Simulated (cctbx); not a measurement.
# Diagnosing a refinement

Cell a = 9.6580 Å, b = 9.6580 Å, c = 9.6580 Å, α = 90.00°, β = 90.00°, γ = 90.00°; space group I-43d (no. 220).

Simulated single-crystal data (cctbx): Mo Kα, λ = 0.71073 Å, to d = 0.65 Å, 50 % of the full sphere, strongest reflection 40000 counts, noise from counting, a 6 % proportional error and a noise floor of 2 counts (s.d.); no absorption, and some extinction, which the refinements don't model.

An isotropic refinement with weights 1/σ² prints:

```text
Rint 0.047, 291 unique reflections to 0.65 A
cycle     R1     wR2    GooF  max shift (A)
   1  0.8415  0.9840  44.277   0.04642
  12  0.0100  0.0238   1.073   0.00270
final R1 0.0100 wR2 0.0238 GooF 1.073  parameters 8  data/parameter 36.4
atom        x        y        z      Ueq    occ   su(xyz)  su(Uiso or U11)
Nd1    0.50000  0.25000  0.12500   0.0028  1.000  0.00000  0.0001
Cd1    0.00000  0.75000  0.12500   0.0036  1.000  0.00000  0.0001
Nb1    0.17357  0.17357  0.17357   0.0040  1.000  0.00002  0.0001
Nb2    0.65233  0.45886  0.58218   1.0000  1.000  0.00618  0.0677
difference map: max 1.00 min -0.51 rms 0.17
Q1    0.0000  0.0000  0.0000   16    1.00  1.28 A from Nb1
Q2    0.0000  0.2500  0.8296   24    0.80  0.44 A from Nd1
Q3    0.9976  0.1327  0.8768   48    0.74  1.13 A from Nd1
Q4    0.9965  0.0000  0.7500   24    0.70  1.24 A from Cd1
Q5    0.9946  0.1178  0.6292   48    0.70  0.94 A from Nb1
Q6    0.0020  0.1196  0.1285   48    0.63  0.60 A from Nb2
```

Q: Accept it or mend it, and why?

Mend it. The fault: spurious atom: Nb2. Against the right model at the same level, R1 goes from 0.0097 to 0.0100 and GooF from 1.05 to 1.07 and Nb2 takes U = the program's ceiling. A site with no density behind it hides by a very large U or drifts. The fit had not settled when the cycles ran out.

The compound is Nd3Nb4Cd3. The right model at the same level gives:

```text
Rint 0.047, 291 unique reflections to 0.65 A
cycle     R1     wR2    GooF  max shift (A)
   1  0.1909  0.4217  18.843   0.04800
   2  0.0097  0.0236   1.055   0.00000
final R1 0.0097 wR2 0.0236 GooF 1.055  parameters 4  data/parameter 72.8
atom        x        y        z      Ueq    occ   su(xyz)  su(Uiso or U11)
Nd1    0.50000  0.25000  0.12500   0.0027  1.000  0.00000  0.0001
Cd1    0.00000  0.75000  0.12500   0.0036  1.000  0.00000  0.0001
Nb1    0.17357  0.17357  0.17357   0.0040  1.000  0.00002  0.0001
difference map: max 0.91 min -0.47 rms 0.17
Q1    0.0005  0.0005  0.0005   16    0.91  1.29 A from Nb1
Q2    0.9998  0.1194  0.1285   48    0.79  1.81 A from Nb1
Q3    0.0000  0.2500  0.8287   24    0.76  0.45 A from Nd1
Q4    0.9970  0.1186  0.6312   48    0.67  0.97 A from Nb1
Q5    0.9976  0.1314  0.8770   48    0.66  1.15 A from Nd1
Q6    0.9963  0.0000  0.7500   24    0.63  1.24 A from Cd1
```

Isotropic U is held between 0.0001 and 1 Å² by the program, and listed peak heights are interpolated, so they can pass the grid's maximum.

This is a model crystal, built by substitution and not relaxed, with assumed displacement parameters.

[Middle refinement cycles are left out of these outputs.]

[Logs are printed without paths, hosts, clocks, repeated set-up lines and the standing remarks that a program may print on its own settings, such as how far it seeks lower states.]
